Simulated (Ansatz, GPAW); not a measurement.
# A 6-layer slab of Cu(111): converging a work function, part 2 of 2

Aim: the settings at which the work function of a 6-layer slab of Cu(111) stops moving.

GPAW 26.7.0 and Ansatz 0.2.0; Ansatz plane waves; slab in vacuum with a dipole correction, relaxation (the session's first sound run).

So far, upper work function (eV): step 2 (relaxing the atoms, PBE) 4.80; step 3 (the slab's potential, PBE, GPAW) 4.78.

**5. Cutoff 300**

Level of this step: GPAW, PAW setups; slab in vacuum (GPAW).

The cutoff limits how sharply the smooth valence waves can vary, which tells mostly near the atoms.

Contents of run.py:

```python
import json
import numpy as np
from ase import Atoms
from gpaw import GPAW, PW

slab = Atoms(
    ['Cu', 'Cu', 'Cu', 'Cu', 'Cu', 'Cu'],
    positions=[
        [1.27633, 0.73689, 7.00000],
        [2.55266, 1.47378, 9.08423],
        [0.00000, 0.00000, 11.16847],
        [1.27633, 0.73689, 13.25678],
        [2.55266, 1.47378, 15.34491],
        [0.00000, -0.00000, 17.42983]],
    cell=[[2.55266, 0.0, 0.0], [1.27633, 2.21066, 0.0], [0.0, 0.0, 24.42117]],
    pbc=[True, True, False])

slab.calc = GPAW(mode=PW(300), xc='PBE', kpts={'size': (14, 14, 1), 'gamma': True},
                 occupations={'name': 'fermi-dirac', 'width': 0.1}, nbands='140%',
                 convergence={'density': 1e-05}, maxiter=200,
                 poissonsolver={'dipolelayer': 'xy'},
                 symmetry={'tolerance': 1e-3}, txt='slab.txt')
result = {}
energy = slab.get_potential_energy()
fermi = slab.calc.get_fermi_level()
v = slab.calc.get_electrostatic_potential().mean((0, 1)) - fermi
n = slab.calc.get_pseudo_density().mean((0, 1))
L = slab.cell[2, 2]
z = np.arange(len(v)) * L / len(v)
low, high = slab.positions[:, 2].min(), slab.positions[:, 2].max()
below, above = np.interp([low - 4.8, high + 4.8], z, v)
slopes = [np.interp(x, z, np.gradient(v, z)) for x in (low - 4.8, high + 4.8)]
eps = np.array([[slab.calc.get_eigenvalues(k, s) for k in range(len(slab.calc.get_ibz_k_points()))]
                for s in range(slab.calc.get_number_of_spins())]) - fermi
top, bottom = eps[eps < 0].max(), eps[eps > 0].min()
dipole = slab.get_dipole_moment()[2]
print(f'energy {energy:.4f} eV, Fermi level {fermi:.4f} eV, dipole {dipole:.5f} e A')
print(f'potential 4.8 A off the faces, from the Fermi level: lower {below:.4f} eV, upper {above:.4f} eV')
print(f'slope of the potential there: lower {slopes[0]:.5f}, upper {slopes[1]:.5f} eV/A')
print(f'nearest levels on the mesh: {top:.4f} and {bottom:.4f} eV')
print('magnetic moment', round(slab.get_magnetic_moment(), 3))
result.update(energy=energy, fermi=fermi, dipole=dipole, below=below, above=above, slopes=slopes, edges=[top, bottom],
              z=z.tolist(), v=v.tolist(), n=n.tolist(), positions=slab.positions.tolist(),
              forces=slab.get_forces(apply_constraint=False).tolist(), moments=slab.get_magnetic_moments().tolist())
json.dump(result, open('result.json', 'w'))
```

The run is started by

```console
$ OMP_NUM_THREADS=1 OPENBLAS_NUM_THREADS=1 python run.py
```

The log of the run:

```text
energy -19.4358 eV, Fermi level 1.8728 eV, dipole 0.00075 e A
potential 4.8 A off the faces, from the Fermi level: lower 4.7958 eV, upper 4.7959 eV
slope of the potential there: lower -0.00031, upper 0.00022 eV/A
nearest levels on the mesh: -0.0240 and 0.0154 eV
magnetic moment 0.0
```

It took 99 s on 1 thread of Intel Xeon at 2.70GHz, shared host; peak memory 0.19 GiB.

The run finished. A setting was moved off its sound value on purpose, so it serves as a test and not as the result.

The fault put into the input: a cutoff under that of the base run: the energy of the cell lies 0.90 eV from the base value (ecut = 300).

The two runs compared:

| quantity | this run | sound run | difference |
| --- | --- | --- | --- |
| upper work function (eV) | 4.7959 | 4.7813 | 0.0146 |
| lower work function (eV) | 4.7958 | 4.7803 | 0.0155 |

**6. Cutoff 700: ecut = 700**

The cutoff limits how sharply the smooth valence waves can vary, which tells mostly near the atoms.

run.py, as its differences from that of step 5:

```diff
@@ -17,3 +17,3 @@
 
-slab.calc = GPAW(mode=PW(300), xc='PBE', kpts={'size': (14, 14, 1), 'gamma': True},
+slab.calc = GPAW(mode=PW(700), xc='PBE', kpts={'size': (14, 14, 1), 'gamma': True},
                  occupations={'name': 'fermi-dirac', 'width': 0.1}, nbands='140%',
```

The log of the run:

```text
energy -21.2043 eV, Fermi level 1.8733 eV, dipole 0.00077 e A
potential 4.8 A off the faces, from the Fermi level: lower 4.7737 eV, upper 4.7743 eV
slope of the potential there: lower -0.00067, upper 0.00060 eV/A
nearest levels on the mesh: -0.0246 and 0.0139 eV
magnetic moment 0.0
```

Run time: 4.7 min. Hardware: 1 thread; peak memory 0.33 GiB.

Numbers from this step:

- dipole along the normal: 7.70e-4 e·Å
- levels nearest the Fermi level on the mesh: -0.02458, 0.01389 eV from the Fermi level
- upper work function: 4.774 eV
- lower work function: 4.774 eV

The electrostatic potential energy of an electron (without an applied field's), less the Fermi level, planar mean oscillates, so the rows of the table below give means over windows of 2.08 Å about each position, cut where the curve ends. Its maxima inside the range that stand out by 2 % of the span (Å: eV): 8.1: -0.0508, 10.1: -0.0657, 12.2: 0.00352, 14.3: -0.0313, 16.4: -0.0556. Its minima: 7.0: -19.0, 9.1: -19.1, 11.2: -19.1, 13.3: -19.1, 15.4: -19.0, 17.4: -19.0.

The electrostatic potential energy of an electron (without an applied field's), less the Fermi level, planar mean by z; means over each step:

| z (Å) | electrostatic potential energy of an electron (without an applied field's), less the Fermi level, planar mean (eV) |
| --- | --- |
| 1.04 | 4.77 |
| 3.12 | 4.77 |
| 5.20 | 3.64 |
| 7.28 | -7.99 |
| 9.36 | -8.15 |
| 11.44 | -8.11 |
| 13.52 | -8.11 |
| 15.60 | -8.15 |
| 17.68 | -7.47 |
| 19.76 | 4.48 |
| 21.84 | 4.77 |
| 23.92 | 4.77 |

The pseudo valence density, planar mean oscillates, so the rows of the table below give means over windows of 2.12 Å about each position, cut where the curve ends. Its maxima inside the range that stand out by 2 % of the span (Å: e/Å³): 7.0: 2.43, 9.1: 2.42, 11.2: 2.36, 13.2: 2.35, 15.3: 2.40, 17.4: 2.43. Its minima: 8.0: 0.245, 10.1: 0.243, 12.2: 0.241, 14.3: 0.241, 16.4: 0.243.

Table of pseudo valence density, planar mean by z; means over each step:

z (Å), pseudo valence density, planar mean (e/Å³) and a bar:
```
     1.06       0.00 
     3.18       0.00 
     5.30       0.06 ##
     7.42       0.92 ##############################
     9.54       0.93 ##############################
    11.66       0.93 ##############################
    13.78       0.93 ##############################
    15.90       0.93 ##############################
    18.02       0.81 ##########################
    20.14       0.00 
    22.26       0.00
```

Force by atom:

| atom | x (eV/Å) | y (eV/Å) | z (eV/Å) | size |
| --- | --- | --- | --- | --- |
| Cu1 | 0.0000 | 0.0000 | -0.0679 | 0.0679 |
| Cu2 | 0.0000 | 0.0000 | -0.0315 | 0.0315 |
| Cu3 | 0.0000 | 0.0000 | 0.0148 | 0.0148 |
| Cu4 | 0.0000 | 0.0000 | 0.0017 | 0.0017 |
| Cu5 | 0.0000 | 0.0000 | 0.0181 | 0.0181 |
| Cu6 | 0.0000 | 0.0000 | 0.0639 | 0.0639 |

The upper face's work function is 4.774 eV, against 4.781 eV in the first plane-wave PBE run at this geometry.

**7. K mesh 5×5**

The mesh in the plane samples the bands: a metal's Fermi level needs it dense, and band edges must lie on it.

run.py, as its differences from that of step 6:

```diff
@@ -17,3 +17,3 @@
 
-slab.calc = GPAW(mode=PW(700), xc='PBE', kpts={'size': (14, 14, 1), 'gamma': True},
+slab.calc = GPAW(mode=PW(400), xc='PBE', kpts={'size': (5, 5, 1), 'gamma': True},
                  occupations={'name': 'fermi-dirac', 'width': 0.1}, nbands='140%',
```

The log of the run:

```text
energy -20.6364 eV, Fermi level 1.6773 eV, dipole 0.00078 e A
potential 4.8 A off the faces, from the Fermi level: lower 4.9902 eV, upper 4.9905 eV
slope of the potential there: lower -0.00098, upper 0.00098 eV/A
nearest levels on the mesh: -0.1941 and 0.0619 eV
magnetic moment 0.0
```

The job ended after 43 s (1 thread; peak memory 0.17 GiB).

The run finished with changed settings (kpts = [5, 5]); it serves as a test.

The two runs compared:

| quantity | this run | sound run | difference |
| --- | --- | --- | --- |
| upper work function (eV) | 4.9905 | 4.7813 | 0.209 |
| lower work function (eV) | 4.9902 | 4.7803 | 0.210 |

The two runs differ clearly in the lower work function: 4.99 eV against 4.78 eV.

**8. K mesh 8×8**

The mesh in the plane samples the bands: a metal's Fermi level needs it dense, and band edges must lie on it.

run.py, as its differences from that of step 7:

```diff
@@ -17,3 +17,3 @@
 
-slab.calc = GPAW(mode=PW(400), xc='PBE', kpts={'size': (5, 5, 1), 'gamma': True},
+slab.calc = GPAW(mode=PW(400), xc='PBE', kpts={'size': (8, 8, 1), 'gamma': True},
                  occupations={'name': 'fermi-dirac', 'width': 0.1}, nbands='140%',
```

The log of the run:

```text
energy -20.2458 eV, Fermi level 1.7955 eV, dipole 0.00077 e A
potential 4.8 A off the faces, from the Fermi level: lower 4.8651 eV, upper 4.8656 eV
slope of the potential there: lower -0.00092, upper 0.00092 eV/A
nearest levels on the mesh: -0.0649 and 0.0471 eV
magnetic moment 0.0
```

It took 81 s on 1 thread; peak memory 0.18 GiB.

The run finished with changed settings (kpts = [8, 8]); it serves as a test.

The two runs compared:

| quantity | this run | sound run | difference |
| --- | --- | --- | --- |
| upper work function (eV) | 4.8656 | 4.7813 | 0.0843 |
| lower work function (eV) | 4.8651 | 4.7803 | 0.0848 |

The two runs differ clearly in the lower work function: 4.87 eV against 4.78 eV.

**9. K mesh 21×21: kpts = [21, 21]**

The mesh in the plane samples the bands: a metal's Fermi level needs it dense, and band edges must lie on it.

run.py, as its differences from that of step 8:

```diff
@@ -17,3 +17,3 @@
 
-slab.calc = GPAW(mode=PW(400), xc='PBE', kpts={'size': (8, 8, 1), 'gamma': True},
+slab.calc = GPAW(mode=PW(400), xc='PBE', kpts={'size': (21, 21, 1), 'gamma': True},
                  occupations={'name': 'fermi-dirac', 'width': 0.1}, nbands='140%',
```

The log of the run:

```text
energy -20.3415 eV, Fermi level 1.8725 eV, dipole 0.00077 e A
potential 4.8 A off the faces, from the Fermi level: lower 4.7947 eV, upper 4.7954 eV
slope of the potential there: lower -0.00098, upper 0.00103 eV/A
nearest levels on the mesh: -0.0015 and 0.0186 eV
magnetic moment 0.0
```

Run time: 6.4 min. Hardware: 1 thread; peak memory 0.27 GiB.

Numbers from this step:

- dipole along the normal: 7.67e-4 e·Å
- levels nearest the Fermi level on the mesh: -0.001491, 0.01863 eV from the Fermi level
- upper work function: 4.795 eV
- lower work function: 4.795 eV

The electrostatic potential energy of an electron (without an applied field's), less the Fermi level, planar mean oscillates, so the rows of the table below give means over windows of 2.09 Å about each position, cut where the curve ends. Its maxima inside the range that stand out by 2 % of the span (Å: eV): 8.0: -0.0378, 10.2: -0.115, 12.2: -0.0430, 14.3: -0.0802, 16.4: -0.0350. Its minima: 7.0: -19.0, 9.1: -19.1, 11.2: -19.1, 13.2: -19.1, 15.4: -19.2, 17.4: -18.9.

Table of electrostatic potential energy of an electron (without an applied field's), less the Fermi level, planar mean by z; means over each step:

| z (Å) | electrostatic potential energy of an electron (without an applied field's), less the Fermi level, planar mean (eV) |
| --- | --- |
| 1.04 | 4.80 |
| 3.13 | 4.79 |
| 5.22 | 3.57 |
| 7.31 | -7.97 |
| 9.40 | -8.14 |
| 11.49 | -8.12 |
| 13.58 | -8.12 |
| 15.67 | -8.13 |
| 17.77 | -7.19 |
| 19.85 | 4.56 |
| 21.95 | 4.79 |
| 24.03 | 4.80 |

The upper face's work function is 4.795 eV, against 4.781 eV in the first plane-wave PBE run at this geometry.

**10. Scheme Fermi-Dirac, smearing 0.3**

Smearing changes the occupations near the Fermi level, and with them the level itself. Smearing helps the SCF of a metal converge, but it blurs occupations at band edges near the Fermi level.

run.py, as its differences from that of step 9:

```diff
@@ -17,4 +17,4 @@
 
-slab.calc = GPAW(mode=PW(400), xc='PBE', kpts={'size': (21, 21, 1), 'gamma': True},
-                 occupations={'name': 'fermi-dirac', 'width': 0.1}, nbands='140%',
+slab.calc = GPAW(mode=PW(400), xc='PBE', kpts={'size': (14, 14, 1), 'gamma': True},
+                 occupations={'name': 'fermi-dirac', 'width': 0.3}, nbands='140%',
                  convergence={'density': 1e-05}, maxiter=200,
```

The log of the run:

```text
energy -20.3093 eV, Fermi level 1.8552 eV, dipole 0.00078 e A
potential 4.8 A off the faces, from the Fermi level: lower 4.8332 eV, upper 4.8336 eV
slope of the potential there: lower -0.00110, upper 0.00110 eV/A
nearest levels on the mesh: -0.0158 and 0.0467 eV
magnetic moment 0.0
```

Elapsed: 2.6 min, on 1 thread; peak memory 0.21 GiB.

This step gave:

```
dipole along the normal                    : 7.79e-4 e·Å
levels nearest the Fermi level on the mesh : -0.01577, 0.04674 eV from the Fermi level
upper work function                        : 4.834 eV
lower work function                        : 4.833 eV
```

The upper face's work function is 4.834 eV, against 4.781 eV in the first plane-wave PBE run at this geometry.

**11. All levels side by side**

Times are for 1 thread of Intel Xeon at 2.70GHz, shared host. The runs compared:

| no. | run | upper work function (eV) | lower work function (eV) | time | memory (GiB) |
| --- | --- | --- | --- | --- | --- |
| 1 | pw | 4.781 | 4.780 | 4.6 min | 0.21 |
| 2 | cutoff 700 | 4.774 | 4.774 | 4.7 min | 0.33 |
| 3 | k mesh 21×21 | 4.795 | 4.795 | 6.4 min | 0.27 |
| 4 | scheme Fermi-Dirac, smearing 0.3 | 4.834 | 4.833 | 2.6 min | 0.21 |

**12. Without the dipole layer**

The dipole layer is taken out and the cell repeats along the normal.

run.py, as its differences from that of step 10:

```diff
@@ -15,8 +15,7 @@
     cell=[[2.55266, 0.0, 0.0], [1.27633, 2.21066, 0.0], [0.0, 0.0, 24.42117]],
-    pbc=[True, True, False])
+    pbc=[True, True, True])
 
 slab.calc = GPAW(mode=PW(400), xc='PBE', kpts={'size': (14, 14, 1), 'gamma': True},
-                 occupations={'name': 'fermi-dirac', 'width': 0.3}, nbands='140%',
+                 occupations={'name': 'fermi-dirac', 'width': 0.1}, nbands='140%',
                  convergence={'density': 1e-05}, maxiter=200,
-                 poissonsolver={'dipolelayer': 'xy'},
                  symmetry={'tolerance': 1e-3}, txt='slab.txt')
```

The log of the run:

```text
energy -20.3406 eV, Fermi level 1.8714 eV, dipole 0.00074 e A
potential 4.8 A off the faces, from the Fermi level: lower 4.7808 eV, upper 4.7811 eV
slope of the potential there: lower -0.00109, upper 0.00097 eV/A
nearest levels on the mesh: -0.0243 and 0.0143 eV
magnetic moment 0.0
```

Run time: 1.9 min. Hardware: 1 thread; peak memory 0.21 GiB.

The run finished with changed settings (dipole = false and pbc_z = true); it serves as a test.

The two runs compared:

| quantity | this run | sound run | difference |
| --- | --- | --- | --- |
| upper work function (eV) | 4.7811 | 4.7813 | -2.1e-4 |
| lower work function (eV) | 4.7808 | 4.7803 | 5.4e-4 |

**13. Side by side**

Results and costs are gathered.

This step: comparison of work functions, dipole and cost (GPAW 26.7.0).

Ladder, by row:

| step | code | work function, upper (eV) | work function, lower (eV) | dipole (e Å) | wall time (s) | peak memory (GiB) | threads |
| --- | --- | --- | --- | --- | --- | --- | --- |
| pw | GPAW | 4.781 | 4.78 | 7.56e-4 | 275.9 | 0.21 | 1 |
| ecut200 | GPAW | - | - | 7.90e-4 | 152.6 | 0.16 | 1 |
| ecut300 | GPAW | 4.796 | 4.796 | 7.55e-4 | 98.82 | 0.19 | 1 |
| ecut700 | GPAW | 4.774 | 4.774 | 7.70e-4 | 280.3 | 0.33 | 1 |
| k5 | GPAW | 4.991 | 4.99 | 7.75e-4 | 42.64 | 0.17 | 1 |
| k8 | GPAW | 4.866 | 4.865 | 7.74e-4 | 81.21 | 0.18 | 1 |
| k21 | GPAW | 4.795 | 4.795 | 7.67e-4 | 384.8 | 0.27 | 1 |
| smear | GPAW | 4.834 | 4.833 | 7.79e-4 | 155.5 | 0.21 | 1 |
| nodip | GPAW | 4.781 | 4.781 | 7.42e-4 | 116.8 | 0.21 | 1 |

**14. What came out**

- work function, both faces: 4.78 eV
- dipole along the normal: 7.6e-4 e Å, near the numerical noise

**Reading.** With plane waves and PBE the work function is 4.78 eV on the upper face and 4.78 eV on the lower. The measured value for this face is 4.9 eV (as compiled in "Anisotropic work function of elemental crystals", 2019, arxiv:1902.07811); the relaxed upper face lies 0.12 eV under it with PBE. Measured work functions scatter by a tenth of an eV or more between methods. The other smearing (Fermi-Dirac of 0.3 eV in place of Fermi-Dirac of 0.1) moves the two faces by 0.052 and 0.053 eV on the same mesh; a mesh is converged only for its smearing. Over the sound runs of the table the upper face's work function spans 4.774 (ecut700) to 4.834 eV (smear). The small printed dipole stands for a step of -24 meV from the lower to the upper face, and the probes find 1.0 meV; values this small are near the numerical noise of both. The in-plane lattice was kept as typed, which isn't the functional's own and leaves some strain; spin-orbit coupling and temperature are left out.

[Logs are printed without paths, hosts, clocks, repeated set-up lines and the standing remarks that a program may print on its own settings, such as how far it seeks lower states.]

[Hosts, paths, dates, database ids (printed as entryN), source tags and the programs' standing remarks are cut or masked in the printed files.]
